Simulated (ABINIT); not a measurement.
Planning a run of ABINIT 10.8.3 on NbInO4 (P2/c). The input:

```
acell 3*1.0 Angstrom
rprim 
  4.835500000000 0.000000000000 -0.000000000000
  0.000000000000 5.770900000000 0.000000000000
  -0.101444525800 0.000000000000 5.142999611900
ntypat 3
znucl 41 49 8
natom 12
typat 1 1 2 2 3 3 3 3 3 3 3 3
xred 
  0.000000000000 0.177900000000 0.250000000000
  0.000000000000 0.822100000000 0.750000000000
  0.500000000000 0.682500000000 0.250000000000
  0.500000000000 0.317500000000 0.750000000000
  0.260000000000 0.618000000000 0.901000000000
  0.740000000000 0.618000000000 0.599000000000
  0.740000000000 0.382000000000 0.099000000000
  0.260000000000 0.382000000000 0.401000000000
  0.217000000000 0.898000000000 0.438000000000
  0.783000000000 0.898000000000 0.062000000000
  0.783000000000 0.102000000000 0.562000000000
  0.217000000000 0.102000000000 0.938000000000
pp_dirpath "pseudos"
pseudos "Nb.upf, In.upf, O.upf"
ecut 42
ngkpt 2 2 2
nshiftk 1
shiftk 0 0 0
kptopt 1
chksymbreak 0
istwfk *1
occopt 1
irdwfk 1
optdriver 4
nband 146
gwcalctyp 0
ecutsigx 42
symsigma 1
nkptgw 3
kptgw 
  0.5000000000 0.0000000000 0.0000000000
  0.0000000000 0.5000000000 0.0000000000
  0.0000000000 0.0000000000 0.0000000000
bdgw 
  57 61
  57 60
  57 60
ecuteps 4
irdscr 1
ppmodel 1
fftgw 31
indata_prefix "in"
outdata_prefix "out"
tmpdata_prefix "tmp"
```

```sh
OMP_NUM_THREADS=1 mpirun -n 16 abinit run.abi > log
```

Question: How long will it take on 16 MPI ranks of Arm Neoverse N1, shared host, and how much memory?

It took 25 s; on shared hardware allow 12 s to 50 s. Peak host memory was 7.4 GiB.

[Paths, hosts, dates, memory and timing lines, banners, echoed tables and standing remarks are left out of the program output.]

[Logs are printed without paths, hosts, clocks, repeated set-up lines and the standing remarks that a program may print on its own settings, such as how far it seeks lower states.]

[Runs of the session that timed out or met a known fault of the program may be left out.]

[Hosts, paths, dates, database ids (printed as entryN), source tags and the programs' standing remarks are cut or masked in the printed files.]

[G0W0 gaps are taken among the corrected bands and points alone; a level outside them can change the order at an edge.]

[Where Ansatz stands beside ABINIT at settings called matched, ABINIT's density can come from a denser mesh and the files from another edition; pairs whose starting gaps differed by over 0.03 eV were left out, so agreement reads better than it is.]
